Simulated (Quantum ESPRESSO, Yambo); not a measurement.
# A GW chain in Yambo: SnSe2 (1T monolayer), part 3 of 3

Aim: the G0W0 gap of SnSe2 (1T monolayer) on PBE, step by step.

Quantum ESPRESSO 7.5 and Yambo 5.3.0; PBE and many-body steps on it, plane waves. Known limits of the many-body steps: not at the basis limit; no spin-orbit coupling.

So far. Step 3 (Bands along the symmetry lines): The gap is 0.783 eV, −0.059 eV from the run before at this level. Step 4 (Empty states on the mesh, 6×6×1 mesh, 126 bands): On this mesh the gap is 0.793 eV.

### Step 6. Screening and self-energy, 6×6×1 mesh, 126 bands, screening to 108.8 eV

Now the one-shot GW correction: screening in the RPA, then the self-energy of the levels asked for.

This step: G0W0 on PBE, plane waves, norm-conserving pseudopotentials.

gw1.in

```
HF_and_locXC
gw0
dyson
ppa
em1d
rim_cut
rim_w
RandQpts= 3000000
RandGvec= 100 RL
CUTGeo= "slab z"
RandGvecW= 9 RL
EXXRLvcs= 104 Ry
VXCRLvcs= 416 Ry
Chimod= "HARTREE"
% BndsRnXp
 1 | 126 |
%
NGsBlkXp= 8 Ry
% LongDrXp
 1 | 1 | 0 |
%
% GbndRnge
 1 | 126 |
%
DysSolver= "n"
ExtendOut
PPAPntXp= 27.21138 eV
% QPkrange
 2 | 2 | 34 | 37 |
 4 | 4 | 34 | 37 |
 1 | 1 | 34 | 37 |
%
```

Run with:

```console
$ OMP_NUM_THREADS=2 mpirun -n 4 yambo -F gw1.in -J gw1 -C gw1 > gw1.log
```

The program printed:

```text
 Yambo, version 5.3.0

 [02] CORE Variables Setup
 =========================

  [... cell, symmetries and grids as in the set-up ...]

  [02.05] Energies & Occupations
  ==============================

  [X] === General ===
  [X] Electronic Temperature                        :  0.000000  0.000000 [eV K]
  [X] Bosonic    Temperature                        :  0.000000  0.000000 [eV K]
  [X] Finite Temperature mode                       : no
  [X] El. density                                   :  0.35918E+24 [cm-3]
  [X] Fermi Level                                   :  0.130244 [eV]

  [X] === Gaps and Widths ===
  [X] Conduction Band Min                           :  0.793470 [eV]
  [X] Valence Band Max                              :  0.000000 [eV]
  [X] Filled Bands                                  :   35
  [X] Empty Bands                                   :   36  126
  [X] Direct Gap                                    :  1.097955 [eV]
  [X] Direct Gap localized at k                     :   4
  [X] Indirect Gap                                  :  0.793470 [eV]
  [X] Indirect Gap between kpts                     :   2   4
  [X] Last valence band width                       :  0.765720 [eV]
  [X] 1st conduction band width                     :  1.360906 [eV]

 [03] Transferred momenta grid and indexing
 ==========================================

 IBZ Q-points                                      :   7
 BZ  Q-points                                      :   36

 K/Q-points units:
 rlu = crystal or reduced units; cc = cartesian coordinates; iku = interal k-units

 Q [1]          [rlu]:  0.000000  0.000000  0.000000
 Q [2]          [rlu]:  0.44728E-18  0.16667       0.0000
 Q [3]          [rlu]:  0.89455E-18  0.33333       0.0000
 Q [4]          [rlu]: -0.13418E-17 -0.50000       0.0000
 Q [5]          [rlu]:  0.166667  0.166667  0.000000
 Q [6]          [rlu]:  0.166667  0.333333  0.000000
 Q [7]          [rlu]:  0.333333  0.333333  0.000000

 [04] Coloumb potential Random Integration (RIM)
 ===============================================

 Performing RIM of v_slab

  [04.01] RIM initialization
  ==========================

  * Diagonal components only detected *

  8 x (sBL volume)        :  0.041913 [a.u.]
  sBZ random points       :  3000000
  Points outside the sBZ  :  24000829
  RL volume               :  0.188608 [a.u.]
  Integrated volume       :  0.188602 [a.u.]

  [04.02] RIM integrals
  =====================

  Gamma point sphere radius             :  0.038790 [a.u.]
  Points outside the sphere             :  2398884
  [Int_sBZ(q=0) 1/q^2]*(Vol_sBZ)^(-1/3) =:  7.486587
                                 should be <:  7.795600

  Summary of Coulomb integrals for non-metallic bands |Q|[au] RIM/Bare

  Q [1] 0.100000E-4 0.960361 * Q [2] 0.165203 0.996423
  Q [5] 0.286140 1.024334 * Q [3] 0.330407 1.023185
  Q [6] 0.437087 1.017525 * Q [4] 0.495610 1.014631
  Q [7] 0.572281 1.011285
  Non-periodic chartesian directions : none
  Optical renormalization            :  28.34589 [au]
  Polarizability dimension           : length

 [05] Coloumb potential CutOffslab
 =================================

 Cut directionsZ
 Slab Cutoff:Z
 Symmetry test passed : yes

 [06] Dipoles
 ============

  [06.01] Setup: observables and procedures
  =========================================

  [WARNING] [x,Vnl] slows the Dipoles computation. To neglect it rename the ns.kb_pp file

 [07] Dynamic Dielectric Matrix (PPA)
 ====================================

 [WR./gw1//ndb.pp]---------------------------------------------------------------
  Brillouin Zone Q/K grids (IBZ/BZ)                :    7   36    7   36
  RL vectors                                       :  27517 [WF]
  Coulomb cutoff potential                         : slab z
  Electronic Temperature                           :  0.000000 [K]
  Bosonic    Temperature                           :  0.000000 [K]
  PPA    diel. fun.  energies                      : Perdew, Burke & Ernzerhof(X)+Perdew, Burke & Ernzerhof(C)
  wavefunctions                                    : Perdew, Burke & Ernzerhof(X)+Perdew, Burke & Ernzerhof(C)
  Global Gauge                                     : length
  X matrix size                                    :   523
  X band range                                     :    1  126
  X e/h energy range                               : -1.000000 -1.000000 [eV]
  X Time ordering                                  : R
  X Hxc Kernel                                     : HARTREE
  X Drude frequency                                :  0.000000  0.000000
  X poles                                          :  100.0000 [o/o]
  RL vectors in the sum                            :  27517
  [r,Vnl] included                                 : yes
  Field direction                                  :  0.707107E-5  0.707107E-5   0.00000
  BZ energy Double Grid                            : no
  BZ energy DbGd points                            : 0
  BZ Q point size factor                           : -1.000000
  X Optical Averaged directions                    : none

 [08] Local Exchange-Correlation + Non-Local Fock
 ================================================

 [VXC] Plane waves :  188435
 [EXS] Plane waves :  23595

 QP @ state[ 1 ] K range:  1  2
 QP @ state[ 1 ] b range:   34   37
 QP @ state[ 2 ] K range:   4   4
 QP @ state[ 2 ] b range:   34   37

 [xc] Functional : Perdew, Burke & Ernzerhof(X)+Perdew, Burke & Ernzerhof(C)
 [xc] LIBXC used to calculate xc functional
  PP Number of Atomic Species                      :  2
  NLCC RL compoments                               :  188435
  PP Number of Atomic Species                      :  2
  NLCC RL compoments                               :  188435

 [xc] E_xc :  -68.29967 [Ha]
      E_xc :  -136.5993 [Ry]

  Local XC kind (lXC) : Perdew, Burke & Ernzerhof(X)+Perdew, Burke & Ernzerhof(C)
  Non-Local XC kind (nlXC) : Hartree-Fock

  Corrections @ K [1] :  [eV]
 <34|nlXC|34> = -16.39322 -0.23701E-17 <34|lXC|34> = -14.46273  0.000000
 <35|nlXC|35> = -16.39317  0.63582E-18 <35|lXC|35> = -14.46273  0.14751E-17
 <36|nlXC|36> = -10.20045 -0.14507E-17 <36|lXC|36> = -13.19856  0.94408E-16
 <37|nlXC|37> = -7.444950  0.28165E-17 <37|lXC|37> = -11.34881  0.000000

  Corrections @ K [2] :  [eV]
 <34|nlXC|34> = -15.67255  0.11946E-16 <34|lXC|34> = -12.98765 -0.94408E-16
 <35|nlXC|35> = -16.41325  0.13116E-16 <35|lXC|35> = -14.45776  0.17702E-16
 <36|nlXC|36> = -10.79604 -0.77425E-19 <36|lXC|36> = -14.21539  0.000000
 <37|nlXC|37> = -6.998522  0.25415E-17 <37|lXC|37> = -10.94433  0.000000

  Corrections @ K [4] :  [eV]
 <34|nlXC|34> = -16.01118 -0.48164E-17 <34|lXC|34> = -13.46420  0.94408E-16
 <35|nlXC|35> = -16.32300  0.46779E-18 <35|lXC|35> = -14.16544 -0.94408E-16
 <36|nlXC|36> = -9.762545  0.27760E-19 <36|lXC|36> = -12.75145  0.47204E-16
 <37|nlXC|37> = -7.060782  0.96798E-18 <37|lXC|37> = -11.14237 -0.82607E-16

 [09] Dyson equation: Newton solver
 ==================================

  [09.01] RIM-W interpolation
  ===========================

  [WARNING] RIM-W works only for 2D semiconductors with slab cutoff
  Found compatible q grid: 2D
  q_min[ 1 ]:  0.16667      0.61315E-12   0.0000     [rlu]
   0.166667  0.083333  0.000000 [iku]
  q_min[ 2 ]:  0.44728E-18  0.16667       0.0000     [rlu]
   0.49686E-11  0.16667       0.0000     [iku]
  G-vectors :   9
  G-vectors loaded:   61
  Number of interpolated frequencies:  2

  Evaluating coefficients q = 0
  Evaluating coefficients q = 0

  [09.02] RIM-W integrals
  =======================

  8 x (sBL volume)        :  0.041913 [a.u.]
  sBZ random points       :  3000000
  Points outside the sBZ  :  24000829
  RL volume               :  0.188608 [a.u.]
  Integrated volume       :  0.188602 [a.u.]

  [09.03] RIM integrals
  =====================

  Comparison between head Wc = W - v averages: < Wc > [au] RIM-W/RIM

   < -Wc [Q = 1] > 0.333197E-1 0.415143E-4 * < -Wc [Q = 2] > 0.005513 0.005347
   < -Wc [Q = 3] > 0.001067 0.001048 * < -Wc [Q = 4] > 0.369621E-3 0.365551E-3
   < -Wc [Q = 5] > 0.001543 0.001512 * < -Wc [Q = 6] > 0.525403E-3 0.520353E-3
   < -Wc [Q = 7] > 0.255483E-3 0.254209E-3

  Comparison between head Wc = W - v averages: < Wc > [au] RIM-W/RIM

   < -Wc [G = 1,G`=0] > 0.333197E-1 0.415143E-4 * < -Wc [G = 2,G`=0] >-0.001764 0.000000
   < -Wc [G = 3,G`=0] >-0.001764 0.000000 * < -Wc [G = 4,G`=0] >-0.262015E-4  0.00000
   < -Wc [G = 5,G`=0] >-0.261830E-4  0.00000 * < -Wc [G = 6,G`=0] > 0.149541E-3  0.00000
   < -Wc [G = 7,G`=0] > 0.149519E-3  0.00000 * < -Wc [G = 8,G`=0] >-0.223569E-4  0.00000
   < -Wc [G = 9,G`=0] >-0.223551E-4  0.00000

 [10] G0W0 (W PPA)
 =================

 [  GW  ] Bands range     :    1  126
 [GW/PPA] G damping       :  0.100000 [eV]

 QP @ state[ 1 ] K range:  1  2
 QP @ state[ 1 ] b range:   34   37
 QP @ state[ 2 ] K range:   4   4
 QP @ state[ 2 ] b range:   34   37

  Sc/G bands                                       :    1  126
  Sc/G damping                                     :  0.100000 ev
  Sc bands terminator                              : no
  Sx RL components                                 :  23595

  QP @ state[ 1 ] K range                          :  1  2
  QP @ state[ 1 ] b range                          :   34   37
  QP @ state[ 2 ] K range                          :   4   4
  QP @ state[ 2 ] b range                          :   34   37
  GF energies kind                                 : Perdew, Burke & Ernzerhof(X)+Perdew, Burke & Ernzerhof(C)
  GF WF`s kind                                     : Perdew, Burke & Ernzerhof(X)+Perdew, Burke & Ernzerhof(C)
  Xs energies kind                                 : Perdew, Burke & Ernzerhof(X)+Perdew, Burke & Ernzerhof(C)
  Xs WF`s kind                                     : Perdew, Burke & Ernzerhof(X)+Perdew, Burke & Ernzerhof(C)

 [14] Game Over & Game summary
```

Wall time 4.6 min (4 MPI ranks of Arm Neoverse V2, shared host); peak memory 5.8 GiB.

This step gave:

| Item | Value |
| --- | --- |
| G0W0 gap on the points computed | 1.867 eV |
| starting gap on the mesh | 0.7935 eV |
| k of the valence top | 0, 0.1667, 0 |
| k of the conduction bottom | 0, -0.5, 0 |
| least direct G0W0 gap on the computed points | 2.236 eV |
| Z at the valence top | 0.7470 |
| Z at the conduction bottom | 0.7635 |

The gap on the mesh goes from 0.79 eV to 1.87 eV, a correction of +1.07 eV. The start differs from the 0.84 eV found before because the two sample other k points.

Limits: finite bands, cutoff and mesh; no spin-orbit coupling. v1 is the top filled band, c1 the lowest empty one. The levels before and after the correction (eV, zero at the valence-band top of each column):

|  | conduction bottom | valence top |
| --- | --- | --- |
| Kohn-Sham | 0.79 | 0.00 |
| G0W0 | 1.87 | 0.00 |

|  | level | energy (eV) |
| --- | --- | --- |
| Kohn-Sham | (0 0.167 0) v2 | -0.850 |
| Kohn-Sham | (0 0.167 0) v1 | 0.000 |
| Kohn-Sham | (0 0.167 0) c1 | 2.154 |
| Kohn-Sham | (0 0.167 0) c2 | 3.812 |
| Kohn-Sham | (0 -0.5 0) v2 | -0.643 |
| Kohn-Sham | (0 -0.5 0) v1 | -0.304 |
| Kohn-Sham | (0 -0.5 0) c1 | 0.793 |
| Kohn-Sham | (0 -0.5 0) c2 | 4.101 |
| G0W0 | (0 0.167 0) v2 | -1.086 |
| G0W0 | (0 0.167 0) v1 | 0.000 |
| G0W0 | (0 0.167 0) c1 | 3.418 |
| G0W0 | (0 0.167 0) c2 | 4.773 |
| G0W0 | (0 -0.5 0) v2 | -0.832 |
| G0W0 | (0 -0.5 0) v1 | -0.369 |
| G0W0 | (0 -0.5 0) c1 | 1.867 |
| G0W0 | (0 -0.5 0) c2 | 5.086 |

### Step 7. Where the time went

Times are wall times on the hardware named with each run, good to a factor of about two.

| step | time | share | memory (GiB) |
| --- | --- | --- | --- |
| ground state | 36 s | 10 % | 1.8 |
| bands along the symmetry lines | 12 s | 3 % | 1.6 |
| empty states on the mesh | 26 s | 7 % | 1.6 |
| conversion and set-up | 3.7 s | 1 % | 0.27 |
| screening and self-energy | 4.6 min | 78 % | 5.8 |

### Step 8. Summary of results

```
PBE gap              : 0.78 eV, indirect
G0W0 gap on the mesh : 1.87 eV
GW settings          : 6×6×1 mesh, 126 bands, screening to 108.8 eV, Godby-Needs plasmon pole
known limits         : not at the basis limit; no spin-orbit coupling
```

G0W0 moves the gap on the mesh from 0.79 eV to 1.87 eV (+1.07 eV), with Z of 0.75 and 0.76 at the edges. Only 3 of the mesh's irreducible points were corrected, so a valley elsewhere could overtake. The dearest step here is «screening and self-energy». Bands and cutoff are finite, so the gap is not at the basis limit. The miss can reach some tenths of an eV and take either sign; the mesh is an error of its own. In the G0W0 run levels were corrected at 3 k points alone, so a gap called «on the mesh» is the least over those, and an edge elsewhere would be missed. The many-body steps are scalar-relativistic: spin-orbit coupling is not in them.

[Paths, hosts, dates, memory and timing lines, banners, echoed tables and standing remarks are left out of the program output.]

[Logs are printed without paths, hosts, clocks, repeated set-up lines and the standing remarks that a program may print on its own settings, such as how far it seeks lower states.]

[Runs of the session that timed out or met a known fault of the program may be left out.]

[Hosts, paths, dates, database ids (printed as entryN), source tags and the programs' standing remarks are cut or masked in the printed files.]
